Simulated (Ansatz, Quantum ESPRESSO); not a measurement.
# Lattice dynamics of HfPbO3 (Pm-3m) in two programs

How does HfPbO3 (Pm-3m) vibrate, and is this structure a minimum?

Program: Quantum ESPRESSO 7.5. Level of theory: DFT LDA, scalar-relativistic, plane waves, PseudoDojo norm-conserving pseudopotentials. Results are calculated unless marked as measured.

## 1. The starting structure

It takes space group Pm-3m (No. 221, cubic). Conventional cell: a = 4.155 Å, b = 4.155 Å, c = 4.155 Å, α = 90.00°, β = 90.00°, γ = 90.00°. Nearest to Hf lie 6 O at 2.08 Å. Nearest to Pb lie 12 O at 2.94 Å. O has 2 Hf at 2.08 Å nearest. Farther neighbours and most contacts between anions are not listed.

As a file:

```
CELL_PARAMETERS angstrom
4.15548 0.00000 0.00000
0.00000 4.15548 0.00000
0.00000 0.00000 4.15548
ATOMIC_POSITIONS crystal
Hf 0.50000 0.50000 0.50000
Pb 0.00000 0.00000 0.00000
O 0.00000 0.50000 0.50000
O 0.50000 0.00000 0.50000
O 0.50000 0.50000 0.00000
```

## 2. A probe with smearing

Before anything dear is run, a loose run with smearing shows whether this is a metal and how far the cell is from rest.

Contents of probe.in:

```
&control
   calculation = 'scf'
   prefix = 'x'
   outdir = './tmp'
   pseudo_dir = './pseudo'
   tprnfor = .true.
   tstress = .true.
   verbosity = 'high'
/
&system
   ibrav = 1
   celldm(1) = 7.85272101
   nat = 5
   ntyp = 3
   ecutwfc = 84.0
   occupations = 'smearing'
   smearing = 'gaussian'
   degauss = 0.01
/
&electrons
   conv_thr = 1.0d-07
   mixing_beta = 0.7
   electron_maxstep = 100
/
ATOMIC_SPECIES
 Hf    178.4900  Hf.upf
 Pb    207.2000  Pb.upf
 O      15.9990  O.upf
ATOMIC_POSITIONS crystal
 Hf     0.500000000   0.500000000   0.500000000
 Pb     0.000000000   0.000000000   0.000000000
 O      0.000000000   0.500000000   0.500000000
 O      0.500000000   0.000000000   0.500000000
 O      0.500000000   0.500000000   0.000000000
K_POINTS automatic
 4 4 4 0 0 0
```

Started as:

```console
> OMP_NUM_THREADS=1 mpirun -n 4 pw.x -nk 4 -in probe.in > probe.out
```

Log:

```text
[banners, grids, parts of the stress and lines that vanish by symmetry left out]
Program PWSCF v.7.5
     bravais-lattice index     =            1
     lattice parameter (alat)  =       7.8527  a.u.
[...]
kinetic-energy cutoff     =      84.0000  Ry
     charge density cutoff     =     336.0000  Ry
     scf convergence threshold =      1.0E-07
[...]
Exchange-correlation= SLA  PW   NOGX NOGC
                           (   1   4   0   0   0   0   0)
[...]
48 Sym. Ops., with inversion, found
[...]
(     0          1          0      )
                  (     0          0          1      )
[...]
(  0.0000000  1.0000000  0.0000000 )
                  (  0.0000000  0.0000000  1.0000000 )
[...]
(     0         -1          0      )
                  (     0          0          1      )
[...]
( -1.0000000  0.0000000  0.0000000 )
                  (  0.0000000  1.0000000  0.0000000 )
[...]
number of k points=    10  Gaussian smearing, width (Ry)=  0.0100
[...]
End of self-consistent calculation
[...]
the Fermi energy is    10.8679 ev
!    total energy              =    -352.93668260 Ry
[...]
convergence has been achieved in  11 iterations
[...]
atom    1 type  1   force =     0.00000000    0.00000000    0.00000000
     atom    2 type  2   force =     0.00000000    0.00000000    0.00000000
     atom    3 type  3   force =     0.00000000    0.00000000    0.00000000
     atom    4 type  3   force =     0.00000000    0.00000000    0.00000000
     atom    5 type  3   force =     0.00000000    0.00000000    0.00000000
[...]
Total force =     0.000000     Total SCF correction =     0.000000
[...]
total   stress  (Ry/bohr**3)                   (kbar)     P=     -113.22
[...]
XML data file, charge density, pseudopotentials, collected wavefunctions

   JOB DONE.
```

Wall time 8.6 s (4 MPI ranks of Arm Neoverse V2, shared host).

Read from the output:

```
volume per atom   : 14.35 Å³
pressure          : -11.32 GPa
gap on the k-mesh : 2.303 eV
```

A gap of 2.3 eV opens on this mesh, so the crystal is taken as an insulator; the start stands at -11 GPa.

## 3. Relaxation

The relaxation runs at a cutoff a fifth above that of the response, since stress converges more slowly with the basis than frequencies do. Forces and stress are brought to rest with tight thresholds.

Contents of relax.in:

```
&control
   calculation = 'vc-relax'
   prefix = 'x'
   outdir = './tmp'
   pseudo_dir = './pseudo'
   tprnfor = .true.
   tstress = .true.
   forc_conv_thr = 2.0d-05
   etot_conv_thr = 1.0d-07
   nstep = 40
/
&system
   ibrav = 1
   celldm(1) = 7.85272101
   nat = 5
   ntyp = 3
   ecutwfc = 101
   occupations = 'fixed'
   nbnd = 24
/
&electrons
   conv_thr = 1.0d-11
   mixing_beta = 0.7
   electron_maxstep = 100
/
&ions
/
&cell
   press_conv_thr = 0.2
/
ATOMIC_SPECIES
 Hf    178.4900  Hf.upf
 Pb    207.2000  Pb.upf
 O      15.9990  O.upf
ATOMIC_POSITIONS crystal
 Hf     0.500000000   0.500000000   0.500000000
 Pb     0.000000000   0.000000000   0.000000000
 O      0.000000000   0.500000000   0.500000000
 O      0.500000000   0.000000000   0.500000000
 O      0.500000000   0.500000000   0.000000000
K_POINTS automatic
 6 6 6 0 0 0
```

Started as:

```console
> OMP_NUM_THREADS=1 mpirun -n 4 pw.x -nk 4 -in relax.in > relax.out
```

Log:

```text
[banners, grids, parts of the stress and lines that vanish by symmetry left out]
[banner, memory and clock lines left out]
Program PWSCF v.7.5

[...]
kinetic-energy cutoff     =     101.0000  Ry
     charge density cutoff     =     404.0000  Ry
     scf convergence threshold =      1.0E-11
[...]
energy convergence thresh.=      1.0E-07
     force convergence thresh. =      2.0E-05
     press convergence thresh. =      2.0E-01
     Exchange-correlation= SLA  PW   NOGX NOGC
                           (   1   4   0   0   0   0   0)
[...]
48 Sym. Ops., with inversion, found
[...]
number of k points=    20
[...]
c_bands:  1 eigenvalues not converged
[...]
End of self-consistent calculation
[...]
highest occupied, lowest unoccupied level (ev):     9.3402   11.6492
!    total energy              =    -352.93775076 Ry
[...]
convergence has been achieved in  16 iterations
[...]
atom    1 type  1   force =     0.00000000    0.00000000    0.00000000
     atom    2 type  2   force =     0.00000000    0.00000000    0.00000000
     atom    3 type  3   force =     0.00000000    0.00000000    0.00000000
     atom    4 type  3   force =     0.00000000    0.00000000    0.00000000
     atom    5 type  3   force =     0.00000000    0.00000000    0.00000000
     Total force =     0.000000     Total SCF correction =     0.000000
[...]
total   stress  (Ry/bohr**3)                   (kbar)     P=     -113.33
[...]
number of bfgs steps    =   0
[...]
CELL_PARAMETERS (alat=  7.85272101)
[...]
ATOMIC_POSITIONS (crystal)
Hf               0.5000000000        0.5000000000        0.5000000000
Pb               0.0000000000        0.0000000000        0.0000000000
O                0.0000000000        0.5000000000        0.5000000000
O                0.5000000000        0.0000000000        0.5000000000
[...]
New effective cutoffs (rho, wfc):  419.33  104.98
[...]
End of self-consistent calculation
[...]
highest occupied, lowest unoccupied level (ev):    10.2554   12.6624
!    total energy              =    -352.95041076 Ry
[...]
convergence has been achieved in   8 iterations
[...]
atom    1 type  1   force =     0.00000000    0.00000000    0.00000000
     atom    2 type  2   force =     0.00000000    0.00000000    0.00000000
     atom    3 type  3   force =     0.00000000    0.00000000    0.00000000
     atom    4 type  3   force =     0.00000000    0.00000000    0.00000000
     atom    5 type  3   force =     0.00000000    0.00000000    0.00000000
     Total force =     0.000000     Total SCF correction =     0.000000
[...]
total   stress  (Ry/bohr**3)                   (kbar)     P=      -17.13
[...]
number of bfgs steps    =   1
[...]
CELL_PARAMETERS (alat=  7.85272101)
[...]
ATOMIC_POSITIONS (crystal)
[...]
New effective cutoffs (rho, wfc):  422.14  105.68
[...]
End of self-consistent calculation
[...]
highest occupied, lowest unoccupied level (ev):    10.4329   12.8426
!    total energy              =    -352.95064582 Ry
[...]
convergence has been achieved in  10 iterations
[...]
atom    1 type  1   force =     0.00000000    0.00000000    0.00000000
     atom    2 type  2   force =     0.00000000    0.00000000    0.00000000
     atom    3 type  3   force =     0.00000000    0.00000000    0.00000000
     atom    4 type  3   force =     0.00000000    0.00000000    0.00000000
[...]
Total force =     0.000000     Total SCF correction =     0.000000
[...]
total   stress  (Ry/bohr**3)                   (kbar)     P=        2.15
[...]
number of bfgs steps    =   2
[...]
CELL_PARAMETERS (alat=  7.85272101)
[...]
ATOMIC_POSITIONS (crystal)
[...]
New effective cutoffs (rho, wfc):  421.83  105.61
[...]
End of self-consistent calculation
[...]
highest occupied, lowest unoccupied level (ev):    10.4131   12.8225
!    total energy              =    -352.95064945 Ry
[...]
convergence has been achieved in   8 iterations
[...]
Total force =     0.000000     Total SCF correction =     0.000000
[...]
total   stress  (Ry/bohr**3)                   (kbar)     P=       -0.03
[...]
number of bfgs steps    =   3
[...]
small trust_radius: resetting bfgs history
[...]
CELL_PARAMETERS (alat=  7.85272101)
[...]
ATOMIC_POSITIONS (crystal)
[...]
New effective cutoffs (rho, wfc):  421.83  105.61
[...]
End of self-consistent calculation
[...]
highest occupied, lowest unoccupied level (ev):    10.4134   12.8228
!    total energy              =    -352.95064945 Ry
[...]
convergence has been achieved in   4 iterations
[...]
atom    3 type  3   force =     0.00000000    0.00000000    0.00000000
     atom    4 type  3   force =     0.00000000    0.00000000    0.00000000
     atom    5 type  3   force =     0.00000000    0.00000000    0.00000000
     Total force =     0.000000     Total SCF correction =     0.000000
[...]
total   stress  (Ry/bohr**3)                   (kbar)     P=       -0.00
[...]
bfgs converged in   5 scf cycles and   4 bfgs steps
[...]
End of BFGS Geometry Optimization
     Final enthalpy           =    -352.9506494529 Ry
     File ./tmp/x.bfgs deleted, as requested
[...]
CELL_PARAMETERS (alat=  7.85272101)
[...]
ATOMIC_POSITIONS (crystal)
[...]
O                0.5000000000        0.0000000000        0.5000000000
O                0.5000000000        0.5000000000        0.0000000000
[...]
Final scf calculation at the relaxed structure.
[...]
kinetic-energy cutoff     =     101.0000  Ry
     charge density cutoff     =     404.0000  Ry
     scf convergence threshold =      1.0E-13
[...]
press convergence thresh. =      2.0E-01
     Exchange-correlation= SLA  PW   NOGX NOGC
                           (   1   4   0   0   0   0   0)
[...]
48 Sym. Ops., with inversion, found
[...]
number of k points=    20
[...]
End of self-consistent calculation
[...]
highest occupied, lowest unoccupied level (ev):    10.4134   12.8228
!    total energy              =    -352.95064027 Ry
[...]
convergence has been achieved in  19 iterations
[...]
atom    1 type  1   force =     0.00000000    0.00000000    0.00000000
     atom    2 type  2   force =     0.00000000    0.00000000    0.00000000
     atom    3 type  3   force =     0.00000000    0.00000000    0.00000000
     atom    4 type  3   force =     0.00000000    0.00000000    0.00000000
     atom    5 type  3   force =     0.00000000    0.00000000    0.00000000
     Total force =     0.000000     Total SCF correction =     0.000000
[...]
total   stress  (Ry/bohr**3)                   (kbar)     P=       -0.01
[...]
XML data file, charge density, pseudopotentials, collected wavefunctions
```

Run time: 2 min. Hardware: 4 MPI ranks; 7.9 min of CPU time.

The steps of the relaxation:

```csv
step,energy less that of the first step (eV),largest force (eV/Å),pressure (GPa),volume (Å³)
1,0.0000,0.0000,-11.33,71.76
2,-0.1722,0.0000,-1.71,67.69
3,-0.1754,0.0000,0.21,67.01
4,-0.1755,0.0000,0.00,67.09
5,-0.1755,0.0000,0.00,67.09
6,-0.1754,0.0000,0.00,67.09
```

```csv
"conventional cell, symmetrised",before,after,change
a (Å),4.155,4.063,-2.2 %
b (Å),4.155,4.063,-2.2 %
c (Å),4.155,4.063,-2.2 %
volume (Å³/atom),14.35,13.42,-6.5 %
```

The relaxed structure:

```xyz
5
Lattice="4.0633 0.0000 0.0000 0.0000 4.0633 0.0000 0.0000 0.0000 4.0633" Properties=species:S:1:pos:R:3 pbc="T T T"
Hf    2.0317    2.0317    2.0317
Pb    0.0000    0.0000    0.0000
O     0.0000    2.0317    2.0317
O     2.0317    0.0000    2.0317
O     2.0317    2.0317    0.0000
```

The last row of the table of steps is pw.x's closing run on a basis chosen anew for the final cell, so its energy can jump.

Read from the output:

| Item | Value |
| --- | --- |
| volume per atom | 13.42 Å³ |
| pressure | -0.001 GPa |
| gap on the k-mesh | 2.409 eV |

The volume changes by -6.5 % from the cell with which this run began.

## 4. Self-consistent run for the response

The response is built on this ground state, so it is converged far tighter than an energy would need. With a gap, occupations are fixed, which also allows the response to an electric field.

Contents of scf.in:

```
&control
   calculation = 'scf'
   prefix = 'x'
   outdir = './tmp'
   pseudo_dir = './pseudo'
   tprnfor = .true.
   tstress = .true.
/
&system
   ibrav = 1
   celldm(1) = 7.67855475
   nat = 5
   ntyp = 3
   ecutwfc = 84.0
   occupations = 'fixed'
   nbnd = 24
/
&electrons
   conv_thr = 1.0d-12
   mixing_beta = 0.7
   electron_maxstep = 100
/
ATOMIC_SPECIES
 Hf    178.4900  Hf.upf
 Pb    207.2000  Pb.upf
 O      15.9990  O.upf
ATOMIC_POSITIONS crystal
 Hf     0.500000000   0.500000000   0.500000000
 Pb     0.000000000   0.000000000   0.000000000
 O      0.000000000   0.500000000   0.500000000
 O      0.500000000   0.000000000   0.500000000
 O      0.500000000   0.500000000   0.000000000
K_POINTS automatic
 6 6 6 0 0 0
```

Started as:

```console
> OMP_NUM_THREADS=1 mpirun -n 4 pw.x -nk 4 -in scf.in > scf.out
```

Log:

```text
[banners, grids, parts of the stress and lines that vanish by symmetry left out]
[banner, memory and clock lines left out]
Program PWSCF v.7.5

[...]
kinetic-energy cutoff     =      84.0000  Ry
     charge density cutoff     =     336.0000  Ry
     scf convergence threshold =      1.0E-12
[...]
Exchange-correlation= SLA  PW   NOGX NOGC
                           (   1   4   0   0   0   0   0)
[...]
48 Sym. Ops., with inversion, found
[...]
number of k points=    20
[...]
End of self-consistent calculation
[...]
highest occupied, lowest unoccupied level (ev):    10.4133   12.8228
!    total energy              =    -352.95055701 Ry
[...]
convergence has been achieved in  16 iterations
[...]
atom    1 type  1   force =     0.00000000    0.00000000    0.00000000
     atom    2 type  2   force =     0.00000000    0.00000000    0.00000000
     atom    3 type  3   force =     0.00000000    0.00000000    0.00000000
     atom    4 type  3   force =     0.00000000    0.00000000    0.00000000
     atom    5 type  3   force =     0.00000000    0.00000000    0.00000000
     Total force =     0.000000     Total SCF correction =     0.000000
[...]
total   stress  (Ry/bohr**3)                   (kbar)     P=       -0.35
[...]
XML data file, charge density, pseudopotentials, collected wavefunctions
```

The job ended after 18 s (4 MPI ranks; 71 s of CPU time).

This step gave:

| Item | Value |
| --- | --- |
| pressure | -0.03500 GPa |
| gap on the k-mesh | 2.410 eV |

The cell stands at -0.035 GPa, close enough for phonons.

(Part 1 of 5 ends here.)

[Host names and launcher messages were left out of these logs when they were recorded.]

[Logs are printed without paths, hosts, clocks, repeated set-up lines and the standing remarks that a program may print on its own settings, such as how far it seeks lower states.]

[Hosts, paths, dates, database ids (printed as entryN), source tags and the programs' standing remarks are cut or masked in the printed files.]
